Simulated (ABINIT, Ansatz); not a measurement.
# AlBO3 (R-3c): G0W0 on several meshes in ABINIT

Wanted: mesh dependence and cost of G0W0 for AlBO3 (R-3c).

Method: PBEsol and many-body steps on it, plane waves, in ABINIT 10.8.3.

**1. Set-up**

The structure is trigonal, space group R-3c (No. 167). Conventional cell: a = 4.464 Å, b = 4.464 Å, c = 13.745 Å, α = 90.00°, β = 90.00°, γ = 120.00°. Nearest to Al lie 6 O at 1.92 Å. B has 3 O at 1.38 Å nearest. Nearest to O lie 1 B at 1.38 Å and 2 Al at 1.92 Å. Farther neighbours and most contacts between anions are not listed.

Coordinates:

```cif
data_structure
_symmetry_space_group_name_H-M 'P 1'
_symmetry_Int_Tables_number 1
_cell_length_a 5.2568
_cell_length_b 5.2568
_cell_length_c 5.2568
_cell_angle_alpha 50.248
_cell_angle_beta 50.248
_cell_angle_gamma 50.248
_cell_volume 79.06
loop_
_atom_site_label
_atom_site_type_symbol
_atom_site_fract_x
_atom_site_fract_y
_atom_site_fract_z
_atom_site_occupancy
Al1 Al 0.00000 0.00000 0.00000 1
Al2 Al 0.50000 0.50000 0.50000 1
B3 B 0.25000 0.25000 0.25000 1
B4 B 0.75000 0.75000 0.75000 1
O5 O 0.94098 0.55902 0.25000 1
O6 O 0.25000 0.94098 0.55902 1
O7 O 0.55902 0.25000 0.94098 1
O8 O 0.05902 0.44098 0.75000 1
O9 O 0.75000 0.05902 0.44098 1
O10 O 0.44098 0.75000 0.05902 1
```

The cell and positions come from the Crystallography Open Database and are kept as given unless a step says otherwise.

**2. Empty states on the mesh, 4×4×4 mesh, 267 bands**

This step: ABINIT 10.8.3; DFT, PBEsol, plane waves, norm-conserving pseudopotentials.

The sums over transitions need many empty states on a uniform mesh; this step solves for them.

File run.abi:

```
acell 3*1.0 Angstrom
rprim 
  2.231899999996 1.288588065802 4.581666666700
  -2.231899999996 1.288588065802 4.581666666700
  0.000000000000 -2.577176131604 4.581666666700
ntypat 3
znucl 13 5 8
natom 10
typat 1 1 2 2 3 3 3 3 3 3
xred 
  0.000000000000 -0.000000000000 -0.000000000000
  0.500000000000 0.500000000000 0.500000000000
  0.250000000000 0.250000000000 0.250000000000
  0.750000000000 0.750000000000 0.750000000000
  0.940980000000 0.559020000000 0.250000000000
  0.250000000000 0.940980000000 0.559020000000
  0.559020000000 0.250000000000 0.940980000000
  0.059020000000 0.440980000000 0.750000000000
  0.750000000000 0.059020000000 0.440980000000
  0.440980000000 0.750000000000 0.059020000000
pp_dirpath "pseudos"
pseudos "Al.upf, B.upf, O.upf"
ecut 36
ngkpt 4 4 4
nshiftk 1
shiftk 0 0 0
kptopt 1
chksymbreak 0
irdden 1
istwfk *1
nband 267
prtvol 0
optdriver 6
gwr_task "HDIAGO"
paral_kgb 0
occopt 1
indata_prefix "in"
outdata_prefix "out"
tmpdata_prefix "tmp"
```

The run is started by

```bash
$ OMP_NUM_THREADS=1 mpirun -n 8 abinit run.abi > log
```

Numbers of over 12 decimals in the logs are rounded to 6 here.

Output:

```text
.Version 10.8.3 of ABINIT. v10.8.2 released Aug 2026.

 Symmetries : space group R-3 c (#167); Bravais hR (rhombohedral)
[... echo of the input left out ...]
== DATASET  1 ==================================================================
-   mpi_nproc: 8, omp_nthreads: 1 (-1 if OMP is not activated)

--- !DatasetInfo
iteration_state: {dtset: 1, }
dimensions: {natom: 10, nkpt: 13, mband: 267, nsppol: 1, nspinor: 1, nspden: 1, mpw: 5535, }
cutoff_energies: {ecut:  36.0, pawecutdg:  -1.0, }
[...]
Indirect band gap semiconductor
 Fundamental gap:     5.828 (eV)
   VBM:     4.926 (eV) at k: [ 0.0000E+00,  0.0000E+00,  0.0000E+00]
   CBM:    10.754 (eV) at k: [ 2.5000E-01,  2.5000E-01,  2.5000E-01]
 Direct gap:         6.027 (eV) at k: [ 2.5000E-01,  2.5000E-01,  2.5000E-01]

== END DATASET(S) ==============================================================
================================================================================

 -outvars: echo values of variables after computation  --------
           etotal      0.0000000000E+00
            nband         267
             nkpt          13
          spgroup         167
 [... the other variables as echoed above ...]

 Calculation completed.
```

Run time: 4.2 min. Hardware: 8 MPI ranks of Arm Neoverse V1, shared host; peak memory 13 GiB.

Numbers from this step:

```
gap                                                           : 5.828 eV
k of the valence top                                          : 0, 0, 0
k of the conduction bottom                                    : 0.25, 0.25, 0.25
least direct gap                                              : 6.027 eV
k points computed                                             : 13
lowest point of the top converged band, above the valence top : 108.7440 eV
```

On this mesh the gap is 5.828 eV.

The density comes from a self-consistent run that is not shown.

**3. Screening, 4×4×4 mesh, 120 bands, screening to 141.5 eV**

The RPA dielectric matrix is built and inverted for each q.

This step: RPA screening on PBEsol, plane waves, norm-conserving pseudopotentials.

run.abi, as its differences from that of step 2:

```diff
@@ -28,10 +28,11 @@
 chksymbreak 0
-irdden 1
 istwfk *1
-nband 267
-prtvol 0
-optdriver 6
-gwr_task "HDIAGO"
-paral_kgb 0
 occopt 1
+irdwfk 1
+optdriver 3
+nband 120
+ecuteps 5.2
+inclvkb 2
+awtr 1
+symchi 1
 indata_prefix "in"
```

Output:

```text
.Version 10.8.3 of ABINIT. v10.8.2 released Aug 2026.

 Symmetries : space group R-3 c (#167); Bravais hR (rhombohedral)
[... echo of the input left out ...]
== DATASET  1 ==================================================================
-   mpi_nproc: 8, omp_nthreads: 1 (-1 if OMP is not activated)

--- !DatasetInfo
iteration_state: {dtset: 1, }
dimensions: {natom: 10, nkpt: 13, mband: 120, nsppol: 1, nspinor: 1, nspden: 1, mpw: 5535, }
cutoff_energies: {ecut:  36.0, pawecutdg:  -1.0, }
electrons: {nelect:   4.80000000E+01, charge:   0.00000000E+00, occopt:   1.00000000E+00, tsmear:   1.00000000E-02, }

 SCREENING: Calculation of the susceptibility and dielectric matrices

 Based on a program developped by R.W. Godby, V. Olevano, G. Onida, and L. Reining.
 Incorporated in ABINIT by V. Olevano, G.-M. Rignanese, and M. Torrent.
.Using double precision arithmetic ; gwpc =  8

[... cell and pseudopotentials left out ...]
--------------------------------------------------------------------------------

 ==== K-mesh for the wavefunctions ====
 Number of points in the irreducible wedge :    13
[... list of points left out ...]
 Together with 12 symmetry operations and time-reversal symmetry
 yields    64 points in the full Brillouin Zone.

 ==== Q-mesh for the screening function ====
 Number of points in the irreducible wedge :    13
[... list of points left out ...]
 Together with 12 symmetry operations and time-reversal symmetry
 yields    64 points in the full Brillouin Zone.

 setmesh: FFT mesh size selected  =    40x   40x   40
          total number of points  =        64000

 vcoul_init : cutoff-mode = AUXILIARY_FUNCTION
 q-points for optical limit:   1
     1)      0.000010    0.000020    0.000030

- screening: taking advantage of time-reversal symmetry
- Maximum band index for partially occupied states nbvw = 24
- Remaining bands to be divided among processors   nbcw = 96
- Number of bands treated by each node ~12

 Number of electrons calculated from density =   48.0000; Expected =   48.0000
 average of density, n =  0.089967
 r_s =    1.3844
 omega_plasma =   28.9332 [eV]

 calculating chi0 at frequencies [eV] :
  1    0.000000E+00    0.000000E+00
  2    0.000000E+00    2.893318E+01

--------------------------------------------------------------------------------
  q-point number  1        q = ( 0.000000, 0.000000, 0.000000) [r.l.u.]
--------------------------------------------------------------------------------
[... chi0 elements left out ...]
 For q-point:  0.000010 0.000020 0.000030
  dielectric constant =   3.0427
  dielectric constant without local fields =   3.2953

  Average fulfillment of the sum rule on Im[epsilon] for q-point    1 :     56.08  [%]
[... wings left out ...]
  q-point number  2        q = ( 0.250000, 0.000000, 0.000000) [r.l.u.]
--------------------------------------------------------------------------------
[... chi0 elements left out ...]
  Average fulfillment of the sum rule on Im[epsilon] for q-point    2 :     67.59  [%]

 [... 11 further q-points ...]
```

It took 3.4 min on 8 MPI ranks; peak memory 5.1 GiB.

Numbers from this step:

| Property | Result |
| --- | --- |
| ε∞ with local fields, on this mesh, along the program's q direction | 3.043 |
| the same without local fields | 3.295 |
| plasma frequency | 28.93 eV |
| plane waves in the screening matrix | 291 |

Local fields lower ε∞ by 8 %.

**4. 4×4×4**

The self-energy is evaluated for the states that the input lists, and the levels follow from it, in one-shot runs by the linearised quasiparticle equation.

This step: G0W0 on PBEsol, plane waves, norm-conserving pseudopotentials.

run.abi, as its differences from that of step 3:

```diff
@@ -31,8 +31,17 @@
 irdwfk 1
-optdriver 3
+optdriver 4
 nband 120
+gwcalctyp 0
+ecutsigx 36
+symsigma 1
+nkptgw 2
+kptgw 
+  0.0000000000 0.0000000000 0.0000000000
+  0.2500000000 0.2500000000 0.2500000000
+bdgw 
+  23 26
+  23 26
 ecuteps 5.2
-inclvkb 2
-awtr 1
-symchi 1
+irdscr 1
+ppmodel 1
 indata_prefix "in"
```

Output:

```text
.Version 10.8.3 of ABINIT. v10.8.2 released Aug 2026.

 Symmetries : space group R-3 c (#167); Bravais hR (rhombohedral)
[... echo of the input left out ...]
== DATASET  1 ==================================================================
-   mpi_nproc: 8, omp_nthreads: 1 (-1 if OMP is not activated)

--- !DatasetInfo
iteration_state: {dtset: 1, }
dimensions: {natom: 10, nkpt: 13, mband: 120, nsppol: 1, nspinor: 1, nspden: 1, mpw: 5535, }
cutoff_energies: {ecut:  36.0, pawecutdg:  -1.0, }
electrons: {nelect:   4.80000000E+01, charge:   0.00000000E+00, occopt:   1.00000000E+00, tsmear:   1.00000000E-02, }

 SIGMA: Calculation of the GW corrections

 Based on a program developped by R.W. Godby, V. Olevano, G. Onida, and L. Reining.
 Incorporated in ABINIT by V. Olevano, G.-M. Rignanese, and M. Torrent.
.Using double precision arithmetic ; gwpc =  8

[... cell and pseudopotentials left out ...]
--------------------------------------------------------------------------------

 ==== K-mesh for the wavefunctions ====
 Number of points in the irreducible wedge :    13
[... list of points left out ...]
 Together with 12 symmetry operations and time-reversal symmetry
 yields    64 points in the full Brillouin Zone.

 ==== Q-mesh for screening function ====
 Number of points in the irreducible wedge :    13
[... list of points left out ...]
 Together with 12 symmetry operations and time-reversal symmetry
 yields    64 points in the full Brillouin Zone.

 vcoul_init : cutoff-mode = AUXILIARY_FUNCTION
 q-points for optical limit:   1
     1)      0.000010    0.000020    0.000030
 setmesh: FFT mesh size selected  =    54x   54x   54
          total number of points  =       157464

 Number of electrons calculated from density =   48.0000; Expected =   48.0000
 average of density, n =  0.089967
 r_s =    1.3844
 omega_plasma =   28.9332 [eV]

 === KS Band Gaps ===
  >>>> For spin  1
   Minimum direct gap =   6.0269 [eV], located at k-point      :   0.2500  0.2500  0.2500
   Fundamental gap    =   5.8278 [eV], Top of valence bands at :   0.0000  0.0000  0.0000
                                       Bottom of conduction at :   0.2500  0.2500  0.2500
 SIGMA fundamental parameters:
 PLASMON POLE MODEL  1
 number of plane-waves for SigmaX                 5519
 number of plane-waves for SigmaC and W            291
 number of plane-waves for wavefunctions          5519
 number of bands                                   120
 number of independent spin polarizations            1
 number of spinorial components                      1
 number of k-points in IBZ                          13
 number of q-points in IBZ                          13
 number of symmetry operations                      12
 number of k-points in BZ                           64
 number of q-points in BZ                           64
 number of frequencies for dSigma/dE                 9
 frequency step for dSigma/dE [eV]                0.25
 number of omega for Sigma on real axis              0
 max omega for Sigma on real axis  [eV]           0.00
 zcut for avoiding poles [eV]                     0.10

 EPSILON^-1 parameters (SCR file):
 dimension of the eps^-1 matrix on file            291
 dimension of the eps^-1 matrix used               291
 number of plane-waves for wavefunctions          5519
 number of bands                                   120
 number of q-points in IBZ                          13
 number of frequencies                               2
 number of real frequencies                          1
 number of imag frequencies                          1

 matrix elements of self-energy operator (all in [eV])

 Perturbative Calculation

--- !SelfEnergy_ee
iteration_state: {dtset: 1, }
kpoint     : [   0.000,    0.000,    0.000, ]
spin       : 1
KS_gap     :    6.058
QP_gap     :    8.802
Delta_QP_KS:    2.743
data: !SigmaeeData |
     Band     E0 <VxcDFT>   SigX SigC(E0)      Z dSigC/dE  Sig(E)    E-E0       E
       23   4.926 -20.480 -26.336   4.653   0.816  -0.226 -21.461  -0.981   3.945
       24   4.926 -20.480 -26.336   4.653   0.816  -0.226 -21.461  -0.981   3.945
       25  10.984 -12.929  -7.175  -3.677   0.849  -0.178 -11.166   1.762  12.747
       26  11.375 -14.127  -8.905  -3.552   0.853  -0.173 -12.703   1.424  12.799

--- !SelfEnergy_ee
iteration_state: {dtset: 1, }
kpoint     : [   0.250,    0.250,    0.250, ]
spin       : 1
KS_gap     :    6.027
QP_gap     :    8.652
Delta_QP_KS:    2.625
data: !SigmaeeData |
     Band     E0 <VxcDFT>   SigX SigC(E0)      Z dSigC/dE  Sig(E)    E-E0       E
       23   4.727 -20.335 -26.211   4.637   0.816  -0.225 -21.347  -1.011   3.715
       24   4.727 -20.335 -26.211   4.637   0.816  -0.225 -21.347  -1.011   3.715
       25  10.754 -11.869  -6.133  -3.848   0.855  -0.170 -10.256   1.613  12.367
       26  12.448 -15.211  -9.690  -3.519   0.845  -0.183 -13.520   1.691  14.139

== END DATASET(S) ==============================================================
================================================================================

 -outvars: echo values of variables after computation  --------
           etotal      0.0000000000E+00
            nband         120
             nkpt          13
          spgroup         167
 [... the other variables as echoed above ...]

 Calculation completed.
```

Elapsed: 14 s, on 8 MPI ranks; peak memory 3 GiB; 1.8 min of CPU time.

This step gave:

```
G0W0 gap on the points computed              : 8.422 eV
starting gap on the mesh                     : 5.828 eV
k of the valence top                         : 0, 0, 0
k of the conduction bottom                   : 0.25, 0.25, 0.25
Z at the valence top                         : 0.816
Z at the conduction bottom                   : 0.855
least direct G0W0 gap on the computed points : 8.652 eV
```

The gap on the mesh goes from 5.83 eV to 8.42 eV, a correction of +2.59 eV.

**5. Empty states on the mesh, 6×6×6 mesh, 132 bands**

This step: DFT, PBEsol, plane waves, norm-conserving pseudopotentials.

run.abi, as its differences from that of step 4:

```diff
@@ -23,3 +23,3 @@
 ecut 36
-ngkpt 4 4 4
+ngkpt 6 6 6
 nshiftk 1
@@ -28,20 +28,10 @@
 chksymbreak 0
+iscf -2
+irdden 1
 istwfk *1
-occopt 1
-irdwfk 1
-optdriver 4
-nband 120
-gwcalctyp 0
-ecutsigx 36
-symsigma 1
-nkptgw 2
-kptgw 
-  0.0000000000 0.0000000000 0.0000000000
-  0.2500000000 0.2500000000 0.2500000000
-bdgw 
-  23 26
-  23 26
-ecuteps 5.2
-irdscr 1
-ppmodel 1
+nband 132
+nbdbuf 12
+tolwfr 1e-09
+nstep 60
+prtvol 0
 indata_prefix "in"
```

Output:

```text
.Version 10.8.3 of ABINIT. v10.8.2 released Aug 2026.

 Symmetries : space group R-3 c (#167); Bravais hR (rhombohedral)
[... echo of the input left out ...]
== DATASET  1 ==================================================================
-   mpi_nproc: 8, omp_nthreads: 1 (-1 if OMP is not activated)

--- !DatasetInfo
iteration_state: {dtset: 1, }
dimensions: {natom: 10, nkpt: 32, mband: 132, nsppol: 1, nspinor: 1, nspden: 1, mpw: 5531, }
cutoff_energies: {ecut:  36.0, pawecutdg:  -1.0, }
[...]
2.17987    2.27373    2.27373    2.27544    2.27544    2.30864    2.31825    2.31825
   2.36641    2.38420    2.39155    2.40019    2.40019    2.44061    2.44062    2.45830
   2.45833    2.46377    2.47178    2.50922
 prteigrs : prtvol=0 or 1, do not print more k-points.

== END DATASET(S) ==============================================================
================================================================================

 -outvars: echo values of variables after computation  --------
            nband         132
             nkpt          32
          spgroup         167
 [... the other variables as echoed above ...]

 Calculation completed.
```

Wall time 2.3 min (8 MPI ranks); peak memory 0.98 GiB; 18 min of CPU time.

Numbers from this step:

```yaml
gap: 5.861 eV
k_of_the_valence_top: 0, 0, 0
k_of_the_conduction_bottom: 0.1667, 0.1667, 0.1667
least_direct_gap: 5.949 eV
k_points_computed: 32
lowest_point_of_the_top_converged_band_above_the_valence_top: 56.9556 eV
```

On this mesh the gap is 5.861 eV.

(Continued in part 2 of 2.)

[Paths, hosts, dates, memory and timing lines, banners, echoed tables and standing remarks are left out of the program output.]

[Logs are printed without paths, hosts, clocks, repeated set-up lines and the standing remarks that a program may print on its own settings, such as how far it seeks lower states.]

[Runs of the session that timed out or met a known fault of the program may be left out.]

[Hosts, paths, dates, database ids (printed as entryN), source tags and the programs' standing remarks are cut or masked in the printed files.]

[G0W0 gaps are taken among the corrected bands and points alone; a level outside them can change the order at an edge.]

[Where Ansatz stands beside ABINIT at settings called matched, ABINIT's density can come from a denser mesh and the files from another edition; pairs whose starting gaps differed by over 0.03 eV were left out, so agreement reads better than it is.]
